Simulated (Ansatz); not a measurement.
# H on Mg(0001): change of the work function, part 3 of 4

Wanted: Δφ(θ) for H/Mg(0001), starting from the fcc site.

Ansatz 0.2.0; plane-wave DFT, PBE, Ansatz PAW.

So far, work function, upper face (eV): step 2 (the clean slab) 3.79; step 3 (37 atoms, coverage 0.111 ML, cell 3x3) 3.74.

## (4) The covered slab, k-mesh 6×6×1, coverage 0.25 ML

System of this step: H/Mg(0001). The cell holds 17 atoms: 16 Mg and 1 H. Cell: a = 6.420 Å, b = 6.420 Å, c = 26.448 Å, α = 90.0°, β = 90.0°, γ = 60.0°. Vacuum lies along c.

Another coverage, to see how the dipoles act on each other as their distance changes.

The input, input.yaml:

```yaml
crystal:
  lattice:
    - [6.4199999999, 0.0, 0.0]
    - [3.21, 5.5598830922, 0.0]
    - [0.0, 0.0, 26.4482467859]
  atoms:
    - { symbol: Mg, position: [0.3333333333, 0.3333333333, 0.3402872059] }
    - { symbol: Mg, position: [0.0, 0.0, 0.4388389179] }
    - { symbol: Mg, position: [0.3333333333, 0.3333333333, 0.5375833639] }
    - { symbol: Mg, position: [0.0, 0.0, 0.6370269804] }
    - { symbol: Mg, position: [0.3333333333, 0.8333333333, 0.3402872059] }
    - { symbol: Mg, position: [0.0, 0.5, 0.4388389179] }
    - { symbol: Mg, position: [0.3333333333, 0.8333333333, 0.5375833639] }
    - { symbol: Mg, position: [0.0, 0.5, 0.6370269804] }
    - { symbol: Mg, position: [0.8333333333, 0.3333333333, 0.3402872059] }
    - { symbol: Mg, position: [0.5, 0.0, 0.4388389179] }
    - { symbol: Mg, position: [0.8333333333, 0.3333333333, 0.5375833639] }
    - { symbol: Mg, position: [0.5, 0.0, 0.6370269804] }
    - { symbol: Mg, position: [0.8333333333, 0.8333333333, 0.3402872059] }
    - { symbol: Mg, position: [0.5, 0.5, 0.4388389179] }
    - { symbol: Mg, position: [0.8333333333, 0.8333333333, 0.5375833639] }
    - { symbol: Mg, position: [0.5, 0.5, 0.6370269804] }
    - { symbol: H, position: [0.1666666667, 0.1666666667, 0.6597127941] }
kpoints:
  mp_grid: { grid: [6, 6, 1] }
hamiltonian:
  xc: pbe
scf:
  occupations: { method: fermi_dirac, width: 0.1 }
  convergence: { dr2_threshold: 1.0e-08 }
efield:
  axis: 3
  dipole_correction: true
  ramp_position: 0.97
  ramp_width: 0.06
relax:
  f_tol: 0.02
  max_steps: 60
  constraints: [{ sites: [0, 1, 4, 5, 8, 9, 12, 13] }]
output:
  dos: { projected: true, e_range: [-8, 4] }
  write_potential: true
  write_density: true
  volumetric_format: npy
  elf: true
```

Command:

```console
$ ansatz run input.yaml --threads 4 --pin off --max-ram 16384MiB --backend cpu --events-out ev --progress --plain --runs-dir out
```

Numbers of over 12 decimals in the logs are rounded to 6 here.

Output:

```text
[...]
Crystal: 17 atoms, lattice volume = 944.056 Å³
Basis set: ecut = 420 eV, 18497 PW (Γ), exchange–correlation on 90×90×360 points (8 copies of the dense FFT grid, shifted against one another)
Bands: 98, of which v1, the nominal top of the filled ones, is band 81 counted from 1 (80 counted from 0)
Symmetry: 6 space group operations
[...]
k-points: 7 of 36 (time reversal used)
[...]
SCF iter   1: F=—  HF=-30794.333813 eV  |F-HF|=—  |Δ(HF+E_count)|=         —  Δρ=1.13e-3  dr2=3.84e-1  ethr=1.77e-3  p=0.071 e·Å  D=1.36e-2 V/Å  ΔV_dip=-0.36 eV  dr2_dipole=2.01e-1  V_vac-E_F(+/−)=3.49/3.85 eV  ⟨swp⟩=15.0  Hψ=3834  notcnv=0  defer=3
[...]
SCF iter   7: F=-30794.320792 eV  HF=-30794.320792 eV  |F-HF|=2.29e-9  |Δ(HF+E_count)|=   3.15e-8  Δρ=3.01e-7  dr2=1.96e-9  ethr=6.21e-12  p=0.032 e·Å  D=6.05e-3 V/Å  ΔV_dip=-0.16 eV  dr2_dipole=2.26e-10  V_vac-E_F(+/−)=3.61/3.77 eV  ⟨swp⟩=14.0  Hψ=4105  notcnv=0
SCF 1 converged in 7 iterations: F = -30794.320792 eV  dr2 = 1.96e-9
[...]
relax step   1: F+E_penalty+E_count = -30794.32079233 eV  Δ(F+E_penalty+E_count) = +0.000e0 eV  max|allowed force component| = 3.442e-1 eV/Å  Δτ_max = 0.0000 Å  (7 SCF iters, accepted)
[...]
SCF iter   7: F=-30794.367232 eV  HF=-30794.367232 eV  |F-HF|=1.04e-9  |Δ(HF+E_count)|=   3.22e-8  Δρ=2.12e-7  dr2=6.38e-10  ethr=6.21e-12  p=0.020 e·Å  D=3.78e-3 V/Å  ΔV_dip=-0.10 eV  dr2_dipole=1.16e-12  V_vac-E_F(+/−)=3.66/3.76 eV  ⟨swp⟩=12.4  Hψ=3951  notcnv=0
SCF 2 converged in 7 iterations: F = -30794.367232 eV  dr2 = 6.38e-10
relax step   2: F+E_penalty+E_count = -30794.36723166 eV  Δ(F+E_penalty+E_count) = -4.644e-2 eV  max|allowed force component| = 6.723e-2 eV/Å  Δτ_max = 0.1935 Å  (7 SCF iters, accepted)
SCF iter   1: F=—  HF=-30794.371323 eV  |F-HF|=—  |Δ(HF+E_count)|=         —  Δρ=8.29e-4  dr2=8.56e-3  ethr=5.76e-5  p=0.020 e·Å  D=3.78e-3 V/Å  ΔV_dip=-0.10 eV  dr2_dipole=1.08e-3  V_vac-E_F(+/−)=3.66/3.76 eV  ⟨swp⟩=4.0  Hψ=1287  notcnv=0  defer=6
[...]
SCF iter   7: F=-30794.370288 eV  HF=-30794.370288 eV  |F-HF|=1.26e-9  |Δ(HF+E_count)|=   2.88e-8  Δρ=1.77e-7  dr2=1.25e-9  ethr=6.21e-12  p=0.016 e·Å  D=3.10e-3 V/Å  ΔV_dip=-0.08 eV  dr2_dipole=2.05e-10  V_vac-E_F(+/−)=3.67/3.76 eV  ⟨swp⟩=11.7  Hψ=3760  notcnv=0
SCF 3 converged in 7 iterations: F = -30794.370288 eV  dr2 = 1.25e-9
relax step   3: F+E_penalty+E_count = -30794.37028829 eV  Δ(F+E_penalty+E_count) = -3.057e-3 eV  max|allowed force component| = 2.202e-2 eV/Å  Δτ_max = 0.0631 Å  (7 SCF iters, accepted)
SCF iter   1: F=—  HF=-30794.370669 eV  |F-HF|=—  |Δ(HF+E_count)|=         —  Δρ=1.52e-4  dr2=2.22e-4  ethr=1.93e-6  p=0.016 e·Å  D=3.10e-3 V/Å  ΔV_dip=-0.08 eV  dr2_dipole=1.10e-5  V_vac-E_F(+/−)=3.67/3.76 eV  ⟨swp⟩=3.0  Hψ=1140  notcnv=0  defer=5
[...]
SCF iter   5: F=-30794.370563 eV  HF=-30794.370563 eV  |F-HF|=5.82e-10  |Δ(HF+E_count)|=   1.60e-8  Δρ=2.20e-7  dr2=6.62e-10  ethr=6.21e-12  p=0.017 e·Å  D=3.24e-3 V/Å  ΔV_dip=-0.09 eV  dr2_dipole=1.10e-10  V_vac-E_F(+/−)=3.67/3.76 eV  ⟨swp⟩=8.1  Hψ=3717  notcnv=0
SCF 4 converged in 5 iterations: F = -30794.370563 eV  dr2 = 6.62e-10
relax step   4: F+E_penalty+E_count = -30794.37056350 eV  Δ(F+E_penalty+E_count) = -2.752e-4 eV  max|allowed force component| = 1.678e-3 eV/Å  Δτ_max = 0.0121 Å  (5 SCF iters, accepted)
[...]
SCF converged after 5 iterations
Free energy (F): -30794.370563 eV
[...]
Internal energy: -30794.111338 eV  (E = F + TS)
E sigma→0 (E₀):  -30794.240951 eV
Entropy (-TS):   -0.259225 eV (-15.249 meV/atom)
Fermi energy:    0.000735 eV
Dipole field:    D = 0.003242 V/Å  (p = 0.016912 e·Å, saw-weighted, corrected)
Work function:   Φ+ = 3.6720 eV   Φ− = 3.7578 eV
[...]
--- Forces (eV/Å), atoms counted from 1 ---
  atom   1  Mg    -0.03917596    -0.02261825    -0.02817281
  atom   2  Mg     0.01844616     0.01064990     0.01878729
  atom   3  Mg     0.00041251     0.00023817    -0.00082984
  atom   4  Mg     0.00134916     0.00077894     0.00136108
  atom   5  Mg     0.00000000     0.04523650    -0.02817281
  atom   6  Mg    -0.00000000    -0.02129979     0.01878729
  atom   7  Mg    -0.00000000    -0.00047633    -0.00082984
  atom   8  Mg    -0.00000000    -0.00155788     0.00136108
  atom   9  Mg     0.03917596    -0.02261825    -0.02817281
  atom  10  Mg    -0.01844616     0.01064990     0.01878729
  atom  11  Mg    -0.00041251     0.00023817    -0.00082984
  atom  12  Mg    -0.00134916     0.00077894     0.00136108
  atom  13  Mg     0.00000000    -0.00000000    -0.02625099
  atom  14  Mg     0.00000000     0.00000000     0.05432165
  atom  15  Mg     0.00000000     0.00000000    -0.00078290
  atom  16  Mg     0.00000000    -0.00000000     0.00094869
  atom  17  H     -0.00000000     0.00000000    -0.00167850
  max |Σ_I F_I| component: 4.90e-6 eV/Å
--- Band table (eV; the first three rows and the last of 7) ---
  k-point 0: bands = [... 77 lower, -1.0813, -1.0813, -1.0605, -1.0378, -0.4294, 0.2251, 0.2251, 0.3084, ... 13 higher]
  k-point 1: bands = [... 77 lower, -0.9213, -0.7471, -0.6366, -0.3388, -0.1393, 0.0535, 0.3361, 0.7141, ... 13 higher]
  k-point 2: bands = [... 77 lower, -0.7577, -0.5641, -0.0202, 0.0945, 0.3945, 1.0120, 1.0139, 1.0812, ... 13 higher]
  k-point 6: bands = [... 77 lower, -0.3068, -0.2999, -0.1408, 0.3377, 0.3760, 0.4232, 0.5145, 0.5349, ... 13 higher]
--- Relaxed structure (4 steps of the walk, 4 accepted, 0 SCFs on fresh bases) ---
  F+E_penalty+E_count = -30794.37056350 eV   max|allowed force component| = 1.678e-3 eV/Å
  atoms:
    - { symbol: Mg, position: [0.333333, 0.333333, 0.3402872059] }
    - { symbol: Mg, position: [2.6667121670171392e-17, 2.6667121670171398e-17, 0.438839] }
    - { symbol: Mg, position: [0.332082, 0.332082, 0.537154] }
    - { symbol: Mg, position: [0.00128852, 0.00128852, 0.637323] }
    - { symbol: Mg, position: [0.333333, 0.833333, 0.3402872059] }
    - { symbol: Mg, position: [0.0, 0.500000, 0.438839] }
    - { symbol: Mg, position: [0.332082, 0.835835, 0.537154] }
    - { symbol: Mg, position: [0.00128852, 0.497423, 0.637323] }
    - { symbol: Mg, position: [0.833333, 0.333333, 0.3402872059] }
    - { symbol: Mg, position: [0.500000, 2.66671216701714e-17, 0.438839] }
    - { symbol: Mg, position: [0.835835, 0.332082, 0.537154] }
    - { symbol: Mg, position: [0.497423, 0.00128852, 0.637323] }
    - { symbol: Mg, position: [0.833333, 0.833333, 0.3402872059] }
    - { symbol: Mg, position: [0.500000, 0.500000, 0.438839] }
    - { symbol: Mg, position: [0.833333, 0.833333, 0.536765] }
    - { symbol: Mg, position: [0.500000, 0.500000, 0.632929] }
    - { symbol: H, position: [0.166667, 0.166667, 0.668955] }
```

Wall time 51 s (4 threads of Arm Neoverse V1, shared host); peak memory 2.2 GiB.

Step by step:

| step | energy less that of the first step (eV) | largest force component (eV/Å) |
| --- | --- | --- |
| 1 | 0.0000 | 0.3442 |
| 2 | -0.0464 | 0.0672 |
| 3 | -0.0495 | 0.0220 |
| 4 | -0.0498 | 0.0017 |

Forces are held to the 6 operations that the run works with; a distortion that breaks them can't arise in this run.

The atoms that moved most (Å):

| atom | dx | dy | dz | length |
| --- | --- | --- | --- | --- |
| H17 | 0.000 | 0.000 | 0.244 | 0.244 |
| Mg16 | 0.000 | 0.000 | -0.108 | 0.108 |
| Mg15 | 0.000 | 0.000 | -0.022 | 0.022 |
| Mg3 | -0.012 | -0.007 | -0.011 | 0.018 |
| Mg11 | 0.012 | -0.007 | -0.011 | 0.018 |
| Mg7 | 0.000 | 0.014 | -0.011 | 0.018 |
| Mg4 | 0.012 | 0.007 | 0.008 | 0.016 |
| Mg8 | 0.000 | -0.014 | 0.008 | 0.016 |

The relaxed structure:

```cif
data_structure
_symmetry_space_group_name_H-M 'P 1'
_symmetry_Int_Tables_number 1
_cell_length_a 6.4200
_cell_length_b 6.4200
_cell_length_c 26.4482
_cell_angle_alpha 90.000
_cell_angle_beta 90.000
_cell_angle_gamma 60.000
_cell_volume 944.06
loop_
_atom_site_label
_atom_site_type_symbol
_atom_site_fract_x
_atom_site_fract_y
_atom_site_fract_z
_atom_site_occupancy
Mg1 Mg 0.33333 0.33333 0.34029 1
Mg2 Mg 0.00000 0.00000 0.43884 1
Mg3 Mg 0.33208 0.33208 0.53715 1
Mg4 Mg 0.00129 0.00129 0.63732 1
Mg5 Mg 0.33333 0.83333 0.34029 1
Mg6 Mg 0.00000 0.50000 0.43884 1
Mg7 Mg 0.33208 0.83584 0.53715 1
Mg8 Mg 0.00129 0.49742 0.63732 1
Mg9 Mg 0.83333 0.33333 0.34029 1
Mg10 Mg 0.50000 0.00000 0.43884 1
Mg11 Mg 0.83584 0.33208 0.53715 1
Mg12 Mg 0.49742 0.00129 0.63732 1
Mg13 Mg 0.83333 0.83333 0.34029 1
Mg14 Mg 0.50000 0.50000 0.43884 1
Mg15 Mg 0.83333 0.83333 0.53676 1
Mg16 Mg 0.50000 0.50000 0.63293 1
H17 H 0.16667 0.16667 0.66896 1
```

This step gave:

```yaml
energy_at_zero_smearing: -30794.2410 eV
work_function_upper_face: 3.672 eV
work_function_lower_face: 3.758 eV
dipole_along_the_normal: 0.01691 e·Å
step_between_the_vacuum_levels: -0.08575 eV
```

The density of states has structure finer than the step of the table below, so its rows give means over 0.25 eV, whole bins alone (the curve runs from -8 to 1.98 eV). Peaks (eV: height): -4.810: 24.7, -3.700: 18.3, -1.410: 13.6, -0.240: 14.0, 0.420: 21.0, 0.720: 14.6, 1.320: 16.9.

The density of states by energy, zero at the Fermi level; means over each step:

| energy (eV) | density of states (states/eV a cell) |
| --- | --- |
| -7.00 | 0 |
| -6.75 | 0.0754 |
| -6.50 | 1.53 |
| -6.25 | 1.83 |
| -6.00 | 3.89 |
| -5.75 | 3.93 |
| -5.50 | 2.89 |
| -5.25 | 1.31 |
| -5.00 | 3.25 |
| -4.75 | 6.03 |
| -4.50 | 3.67 |
| -4.25 | 1.53 |
| -4.00 | 6.35 |
| -3.75 | 6.45 |
| -3.50 | 4.13 |
| -3.25 | 3.87 |
| -3.00 | 7.38 |
| -2.75 | 4.67 |
| -2.50 | 5.37 |
| -2.25 | 4.14 |
| -2.00 | 7.62 |
| -1.75 | 5.54 |
| -1.50 | 7.58 |
| -1.25 | 3.90 |
| -1.00 | 8.63 |
| -0.75 | 9.40 |
| -0.50 | 5.05 |
| -0.25 | 8.42 |
| 0.00 | 7.73 |
| 0.25 | 5.58 |
| 0.50 | 7.79 |
| 0.75 | 7.25 |
| 1.00 | 9.84 |
| 1.25 | 9.99 |
| 1.50 | 8.85 |
| 1.75 | 7.91 |

Projected DOS per atom over height of the atomic layer and energy from the Fermi level. Layers: Mg4 Mg4 Mg4 Mg4 H from below.

Ten even steps from '_' (0.00 states/eV) to '@' (0.93 states/eV), each cell a mean:
```
__..__..__
........__
::....::__
........__
........__
..........
::::::::..
::----::..
==------..
--::::::..
------::..
--::::::..
--::::::--
::::::....
::..::..--
::::::__--
..::__..==
__::..--@@
____......
__________
__________
__________
```
Columns: height of the atomic layer (Å) from 9 to 17.7 (not evenly spaced); rows upwards: energy from the Fermi level (eV) from -7.96 to 1.95.

Valence density in the ca plane at fractional y = 0.000, with atoms of Mg within 0.2 Å of it. It is the smooth field of the valence electrons, not physical close to the nuclei.

Ten steps, logarithmic in the rise over the least value, from '0' (0 e/Å³) to '9' (24 e/Å³), each cell a mean:
```
00001488410000000002786100000000000000000000
00000133100000000001232000000000000000000000
00000000000000000000000000000000000000000000
00000000000000000000000000000000000000000000
00000000000000000000000000000000000000000000
00000000000000000000000000000000000000000000
00000144100000000001342000000000000000000000
00001488510000000003786100000000000000000000
00001599510000000003897200000000000000000000
00000366300000000002674100000000000000000000
00000011000000000000111000000000000000000000
00000000000000000000000000000000000000000000
00000000000000000000001100000000000000000000
00000000000000000000000000000000000000000000
00000011000000000000111000000000000000000000
00000366300000000001674100000000000000000000
00001599610000000003897200000000000000000000
```
Columns run along c (16.0 Å, from fractional 0.35 to 0.96 of the cell), rows up along a (6.4 Å). Atoms in or near the plane, at fractional coordinates: Mg at (0.44, 0.00), Mg at (0.64, 0.00), Mg at (0.44, 0.50), Mg at (0.64, 0.50).

Electrostatic potential energy in the ca plane at fractional y = 0.000, with atoms of Mg within 0.2 Å of it. With pseudopotentials it is smooth inside the atoms' cores, unlike the true potential.

Values in eV, 9 rows by 16 columns, each cell a mean:
```
  1  -5 -35  -7   1   1  -1 -30 -15   2   3   4   4   4   4   4
 -2   0  -3   0  -2  -3   1  -3   0   3   4   4   4   4   4   4
 -3   1  -1   1  -3  -4   1  -1   1   3   4   4   4   4   4   4
  1  -3 -26  -5   1   0  -1 -23 -10   2   3   4   4   4   4   4
  2  -8 -47 -11   2   2  -3 -42 -22   1   3   4   4   4   4   4
  0  -2 -15  -2   0  -1   0 -14  -6   3   4   4   4   4   4   4
 -4   1   0   1  -3  -5   1   0   1   3   4   4   4   4   4   4
 -1   0  -8  -1  -1  -2   0  -8  -3   3   4   4   4   4   4   4
  2  -7 -43 -10   2   2  -2 -39 -20   2   3   4   4   4   4   4
```
Columns run along c (16.0 Å, from fractional 0.35 to 0.96 of the cell; values clipped at the 3rd and 97th percentile), rows up along a (6.4 Å). Atoms in or near the plane, at fractional coordinates: Mg at (0.44, 0.00), Mg at (0.64, 0.00), Mg at (0.44, 0.50), Mg at (0.64, 0.50).

ELF in the ca plane at fractional y = 0.000, with atoms of Mg within 0.2 Å of it. It is the smooth field of the valence electrons, not physical close to the nuclei.

Values, 9 rows by 16 columns, each cell a mean:
```
0.61 0.27 0.30 0.26 0.60 0.60 0.38 0.26 0.18 0.24 0.05 0.01 0.00 0.00 0.00 0.00
0.26 0.45 0.30 0.44 0.29 0.20 0.43 0.34 0.53 0.45 0.10 0.01 0.00 0.00 0.00 0.00
0.19 0.48 0.42 0.49 0.23 0.14 0.42 0.47 0.65 0.48 0.11 0.01 0.00 0.00 0.00 0.00
0.55 0.30 0.24 0.27 0.55 0.54 0.40 0.21 0.18 0.30 0.06 0.01 0.00 0.00 0.00 0.00
0.65 0.26 0.35 0.26 0.64 0.66 0.38 0.31 0.20 0.11 0.02 0.00 0.00 0.00 0.00 0.00
0.45 0.36 0.17 0.33 0.46 0.41 0.46 0.15 0.23 0.21 0.02 0.00 0.00 0.00 0.00 0.00
0.17 0.52 0.51 0.52 0.20 0.11 0.47 0.32 0.69 0.43 0.03 0.00 0.00 0.00 0.00 0.00
0.35 0.41 0.19 0.39 0.37 0.31 0.48 0.15 0.34 0.27 0.02 0.00 0.00 0.00 0.00 0.00
0.64 0.27 0.34 0.26 0.62 0.65 0.39 0.31 0.19 0.11 0.02 0.00 0.00 0.00 0.00 0.00
```
Columns run along c (16.0 Å, from fractional 0.35 to 0.96 of the cell), rows up along a (6.4 Å). Atoms in or near the plane, at fractional coordinates: Mg at (0.44, 0.00), Mg at (0.64, 0.00), Mg at (0.44, 0.50), Mg at (0.64, 0.50).

The relaxation took 4 steps and lowered the energy by 0.050 eV; the largest force on the free atoms ends at 0.0017 eV/Å.

By hand: a sheet of dipoles makes a step −p/(ε₀A) in the electron's potential. With e/ε₀ = 180.95 V·Å, p = 0.01691 e·Å and A = 35.69 Å², that is −180.95 × (0.01691) / 35.69 = -0.086 eV, and the two vacuum levels of the run differ by -0.086 eV.

The covered face has 3.67 eV, -0.12 eV against the clean one; the bare back face has moved by -0.03 eV, a measure of how thin the slab is.

## (5) Adsorbate added, k-mesh 6×6×1, coverage 0.5 ML

System of this step: H/Mg(0001). The cell holds 18 atoms: 16 Mg and 2 H. Its edges and angles: a = 6.420 Å, b = 6.420 Å, c = 26.448 Å, α = 90.0°, β = 90.0°, γ = 60.0°. Vacuum lies along c.

Another coverage, to see how the dipoles act on each other as their distance changes.

Changes to input.yaml since step 4:

```diff
@@ -23,2 +23,3 @@
     - { symbol: H, position: [0.1666666667, 0.1666666667, 0.6597127941] }
+    - { symbol: H, position: [0.6666666667, 0.1666666667, 0.6597127941] }
 kpoints:
```

Output:

```text
[...]
Crystal: 18 atoms, lattice volume = 944.056 Å³
Basis set: ecut = 420 eV, 18497 PW (Γ), exchange–correlation on 90×90×360 points (8 copies of the dense FFT grid, shifted against one another)
Bands: 99, of which v1, the nominal top of the filled ones, is band 81 counted from 1 (80 counted from 0)
Symmetry: 4 space group operations
[...]
- { symbol: Mg, position: [0.833333, 0.833333, 0.3402872059] }
    - { symbol: Mg, position: [0.500000, 0.500000, 0.438839] }
    - { symbol: Mg, position: [0.832450, 0.835099, 0.536603] }
    - { symbol: Mg, position: [0.499465, 0.501070, 0.633087] }
    - { symbol: H, position: [0.161465, 0.177070, 0.667510] }
    - { symbol: H, position: [0.661465, 0.177070, 0.667510] }
[key lines of the parts left out:]
SCF converged after 6 iterations
Free energy (F): -30810.360315 eV
Fermi energy:    0.050256 eV
Dipole field:    D = 0.006208 V/Å  (p = 0.032390 e·Å, saw-weighted, corrected)
Work function:   Φ+ = 3.5796 eV   Φ− = 3.7438 eV
```

Wall time 1.7 min (4 threads); peak memory 2.6 GiB.

The steps of the relaxation:

| step | energy less that of the first step (eV) | largest force component (eV/Å) |
| --- | --- | --- |
| 1 | 0.0000 | 0.3786 |
| 2 | -0.0993 | 0.0836 |
| 3 | -0.0937 | 0.1241 |
| 4 | -0.1034 | 0.0128 |

Relaxation step 3 was tried and not accepted.

Forces are held to the 4 operations that the run works with; a distortion that breaks them can't arise in this run.

The atoms that moved most (Å):

| atom | dx | dy | dz | length |
| --- | --- | --- | --- | --- |
| H18 | 0.000 | 0.058 | 0.206 | 0.214 |
| H17 | 0.000 | 0.058 | 0.206 | 0.214 |
| Mg8 | 0.000 | 0.006 | -0.104 | 0.104 |
| Mg16 | 0.000 | 0.006 | -0.104 | 0.104 |
| Mg3 | 0.000 | -0.021 | -0.022 | 0.030 |
| Mg11 | 0.000 | -0.021 | -0.022 | 0.030 |
| Mg7 | 0.000 | 0.010 | -0.026 | 0.028 |
| Mg15 | 0.000 | 0.010 | -0.026 | 0.028 |

Final coordinates:

```
Mg H
1.0
     6.42000    0.00000    0.00000
     3.21000    5.55988    0.00000
     0.00000    0.00000   26.44825
Mg H
16 2
Direct
  0.33333 0.33333 0.34029
  0.00000 0.00000 0.43884
  0.33520 0.32959 0.53674
  0.99841 0.00318 0.63767
  0.33333 0.83333 0.34029
  0.00000 0.50000 0.43884
  0.33245 0.83510 0.53660
  0.99946 0.50107 0.63309
  0.83333 0.33333 0.34029
  0.50000 0.00000 0.43884
  0.83520 0.32959 0.53674
  0.49841 0.00318 0.63767
  0.83333 0.83333 0.34029
  0.50000 0.50000 0.43884
  0.83245 0.83510 0.53660
  0.49946 0.50107 0.63309
  0.16147 0.17707 0.66751
  0.66147 0.17707 0.66751
```

[end of part 3 of 4]

[Logs are printed without paths, hosts, clocks, repeated set-up lines and the standing remarks that a program may print on its own settings, such as how far it seeks lower states.]

[Hosts, paths, dates, database ids (printed as entryN), source tags and the programs' standing remarks are cut or masked in the printed files.]

[Maps of the electrostatic potential energy from Ansatz leave out the sawtooth potential of an applied field or a dipole correction, so their vacuum need not be flat; planar profiles and work functions include it.]

[The density of states shown here was stored with 400 of the rows of the run's finer table, so its peaks can read low, often by over a quarter, or be missed, and its means over a window can be off by a tenth or more.]
